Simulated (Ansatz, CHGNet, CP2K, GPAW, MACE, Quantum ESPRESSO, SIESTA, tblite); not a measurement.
# Random packing of 41In2S3-59GeS2 (mol %) (84 atoms) in SIESTA, part 2 of 2

How do the settings of SIESTA change the result for random packing of 41In2S3-59GeS2 (mol %) (84 atoms)? A plane-wave run serves as the yardstick.

Program: SIESTA 5.4.2; the method stands at each step. Banners, paths, timers and routine set-up lines are dropped from the logs unmarked, and long logs keep their key lines alone; longer cuts are marked. The potentials were converted by us to PSML.

So far. Step 2 (PBE, DZP, shift 0.01 Ry, mesh 300 Ry): Forces lie 28 % from the reference's, at 5.4 times its CPU time (on 2 against 8 cores).

## (3) PBE, SZ, shift 0.02 Ry, mesh 300 Ry

Method: Kohn-Sham DFT, PBE, PseudoDojo 0.4.1 norm-conserving pseudopotentials (converted to PSML), numerical atomic orbitals (SZ), diagonalisation.

Input file input.fdf:

```
SystemLabel cell
NumberOfAtoms 84
NumberOfSpecies 3
%block ChemicalSpeciesLabel
  1 49 In
  2 16 S
  3 32 Ge
%endblock ChemicalSpeciesLabel
LatticeConstant 1.0 Ang
%block LatticeVectors
  12.55510 0.00000 0.00000
  0.00000 12.55510 0.00000
  0.00000 0.00000 12.55510
%endblock LatticeVectors
PAO.BasisSize SZ
PAO.EnergyShift 0.02 Ry
XC.Functional GGA
XC.Authors PBE
MeshCutoff 300 Ry
%block kgrid_Monkhorst_Pack
  1 0 0 0.0
  0 1 0 0.0
  0 0 1 0.0
%endblock kgrid_Monkhorst_Pack
SolutionMethod diagon
OccupationFunction FD
ElectronicTemperature 580 K
SCF.Mixer.Method Pulay
SCF.Mixer.Weight 0.15
SCF.Mixer.History 8
SCF.Mix Hamiltonian
MaxSCFIterations 300
SCF.DM.Tolerance 1e-04
SCF.H.Tolerance 1.0e-3 eV
WriteForces T
Write.HirshfeldPop T
Write.VoronoiPop T
Write.DM F
Write.H F
XML.Write F
AtomicCoordinatesFormat Fractional
%block AtomicCoordinatesAndAtomicSpecies
[... 84 atom lines left out: the same atoms as in the first run ...]
%endblock AtomicCoordinatesAndAtomicSpecies
```

Command:

```
$ OMP_NUM_THREADS=1 siesta < input.fdf > output.txt
```

The log of the run:

```text
Version         : 5.4.2
reinit: System Name:
reinit: System Label: cell
initatom: Reading input for the pseudopotentials and atomic orbitals ----------
Species number:   1 Atomic number:   49 Label: In
Species number:   2 Atomic number:   16 Label: S
Species number:   3 Atomic number:   32 Label: Ge
Ground state valence configuration (from tables):   5s02  5p01  5d00  4f00
[... lines left out ...]
SCF Convergence by DM+H criterion
[... lines left out ...]
SCF cycle converged after 39 iterations
[... lines left out ...]
   Max    5.338005
[... lines left out ...]
   Max    5.338005    constrained
Stress tensor Voigt[x,y,z,yz,xz,xy] (kbar):      -44.63      -49.76      -63.05        8.08        7.34       -6.28
[... lines left out ...]
siesta: FreeEng =    -79837.478073
[... lines left out ...]
siesta:         Fermi =      -3.293558
[... lines left out ...]
siesta:          52.48012445         78.02005588  kBar
[... lines left out ...]
    (Free)Eharris+ p_basis*V_orbitals  =      -79816.809533 eV
Hirshfeld Atomic Populations:
Atom #   charge [q] valence [e]  Species
     1     0.313723   12.686277  In
     2     0.173621   12.826379  In
     3     0.316395   12.683605  In
[...]
19    -0.101189    6.101189  S
    20    -0.221274    6.221274  S
    21    -0.101867    6.101867  S
[...]
72     0.181206   13.818794  Ge
    73     0.153124   13.846876  Ge
    74     0.143565   13.856435  Ge
[...]
--------------------
 Total    -0.000021
Voronoi Atomic Populations:
Atom #   charge [q] valence [e]  Species
[...]
17     0.356873   12.643127  In
    18     0.252962   12.747038  In
[...]
70    -0.220569    6.220569  S
    71    -0.270377    6.270377  S
[...]
83     0.211015   13.788985  Ge
    84     0.216268   13.783732  Ge
--------------------
 Total    -0.000022
```

Wall time 2.7 min (1 thread of Arm Neoverse V2, shared host); peak memory 0.79 GiB.

Against the reference:

```
r.m.s. force component                  : 1.279 eV/Å
r.m.s. difference of force components   : 732.5 meV/Å
longest difference of force vectors     : 3135 meV/Å
force difference over r.m.s. force      : 98.82 %
slope of forces against the reference's : 1.5
correlation of force components         : 0.8693
pressure                                : 5.248 GPa
pressure difference                     : 2.802 GPa
```

This is a coarse setting, run to see what it loses.

Against the first run (28 %), the force difference from the reference is 99 %, at 0.25 times the CPU time (on 1 against 2 cores).

## (4) PBE, DZ, shift 0.01 Ry, mesh 300 Ry

Method: Kohn-Sham DFT, PBE, PseudoDojo 0.4.1 norm-conserving pseudopotentials (converted to PSML), numerical atomic orbitals (DZ), diagonalisation.

Changes to input.fdf since step 3:

```diff
@@ -14,4 +14,4 @@
 %endblock LatticeVectors
-PAO.BasisSize SZ
-PAO.EnergyShift 0.02 Ry
+PAO.BasisSize DZ
+PAO.EnergyShift 0.01 Ry
 XC.Functional GGA
```

The log of the run:

```text
Version         : 5.4.2
reinit: System Name:
reinit: System Label: cell
initatom: Reading input for the pseudopotentials and atomic orbitals ----------
Species number:   1 Atomic number:   49 Label: In
Species number:   2 Atomic number:   16 Label: S
Species number:   3 Atomic number:   32 Label: Ge
Ground state valence configuration (from tables):   5s02  5p01  5d00  4f00
[... lines left out ...]
SCF Convergence by DM+H criterion
[... lines left out ...]
SCF cycle converged after 35 iterations
[... lines left out ...]
   Max    4.379628
[... lines left out ...]
   Max    4.379628    constrained
Stress tensor Voigt[x,y,z,yz,xz,xy] (kbar):      -48.69      -51.27      -65.29        6.07        4.91       -5.85
[... lines left out ...]
siesta: FreeEng =    -79945.350288
[... lines left out ...]
siesta:         Fermi =      -4.350242
[... lines left out ...]
siesta:          55.08235500         79.70513578  kBar
[... lines left out ...]
    (Free)Eharris+ p_basis*V_orbitals  =      -79907.797763 eV
Hirshfeld Atomic Populations:
Atom #   charge [q] valence [e]  Species
     1     0.287511   12.712489  In
     2     0.175878   12.824122  In
     3     0.310975   12.689025  In
[...]
19    -0.101039    6.101039  S
    20    -0.204966    6.204966  S
    21    -0.090101    6.090101  S
[...]
72     0.177626   13.822374  Ge
    73     0.152081   13.847919  Ge
    74     0.138644   13.861356  Ge
[...]
--------------------
 Total    -0.000012
Voronoi Atomic Populations:
Atom #   charge [q] valence [e]  Species
[...]
17     0.340612   12.659388  In
    18     0.222841   12.777159  In
[...]
70    -0.197386    6.197386  S
    71    -0.250038    6.250038  S
[...]
83     0.201956   13.798044  Ge
    84     0.228404   13.771596  Ge
--------------------
 Total    -0.000013
```

Run time: 4.1 min. Hardware: 1 thread; peak memory 1.1 GiB.

Numbers from this run, and their distance from the reference:

```yaml
r_m_s_force_component: 1.057 eV/Å
r_m_s_difference_of_force_components: 486.7 meV/Å
longest_difference_of_force_vectors: 1830 meV/Å
force_difference_over_r_m_s_force: 65.67 %
slope_of_forces_against_the_reference_s: 1.301
correlation_of_force_components: 0.9124
pressure: 5.508 GPa
pressure_difference: 3.062 GPa
```

This is a coarse setting, run to see what it loses.

Against the first run (28 %), the force difference from the reference is 66 %, at 0.38 times the CPU time (on 1 against 2 cores), with 827 basis functions against 1247: the smaller basis costs accuracy.

## (5) Side by side

Differences are against the plane-wave reference, forces as r.m.s. over components; share is that over the reference's r.m.s. force, slope the least-squares factor from reference forces to these. Total energies of different programs have different zeros and aren't compared.

```tsv
run	Δ force, r.m.s. (meV/Å)	share (%)	slope	Δ pressure (GPa)	cores	CPU time	memory (GiB)
reference	-	-	-	-	8	2 min	2.8
SIESTA PBE, DZP, shift 0.01 Ry, mesh 300 Ry	205	27.6	1.101	0.578	2	11 min	2.0
SIESTA PBE, SZ, shift 0.02 Ry, mesh 300 Ry (coarse)	732	98.8	1.500	2.80	1	2.7 min	0.79
SIESTA PBE, DZ, shift 0.01 Ry, mesh 300 Ry (coarse)	487	65.7	1.301	3.06	1	4.1 min	1.1
```

Rows marked coarse were listed beforehand as settings not expected to be converged; some can still land near the reference.

CPU time is summed over cores on a shared host, where runs went side by side, so it is rough. Symmetry, cutoffs, thresholds, outputs and thread counts weren't matched or tuned between programs; memory under MPI is the largest rank's times the ranks.

Further runs of this program without a result: SIESTA PBE, SZ, shift 0.01 Ry, mesh 300 Ry (cut off at its time limit).

## (6) What came out

```
nearest in forces : SIESTA PBE, DZP, shift 0.01 Ry, mesh 300 Ry, 28 %
its CPU time      : 11 min
```

In words: The PBE run in local orbitals, coarse settings apart, differs by 28 % (SIESTA PBE, DZP, shift 0.01 Ry, mesh 300 Ry); basis, grid and potentials can all enter. Runs with settings chosen to be coarse differ by 66 % (SIESTA PBE, DZ, shift 0.01 Ry, mesh 300 Ry) to 99 % (SIESTA PBE, SZ, shift 0.02 Ry, mesh 300 Ry), their programs' other errors included. None of the electronic-structure runs in the table takes under half the reference's CPU time of 2 min; they take 1.4 to 5.4 times as much. SIESTA PBE, DZP, shift 0.01 Ry, mesh 300 Ry stiffens the forces by a factor of 1.10 while following their directions (correlation 0.974). In pressure, SIESTA PBE, DZ, shift 0.01 Ry, mesh 300 Ry misses by +3.1 GPa, at the same functional. The reference's pressure of 2.4 GPa belongs to a cell and atoms that aren't relaxed at this level. The electronic-structure runs sample only Γ, in a cell whose shortest periodic width is 13 Å, which is coarse for a cell with partly filled levels.

[Also dropped from logs without a mark: logging warnings of Python, and SIESTA's first energy breakdown and zero terms.]

[Logs are printed without paths, hosts, clocks, repeated set-up lines and the standing remarks that a program may print on its own settings, such as how far it seeks lower states.]

[Hosts, paths, dates, database ids (printed as entryN), source tags and the programs' standing remarks are cut or masked in the printed files.]
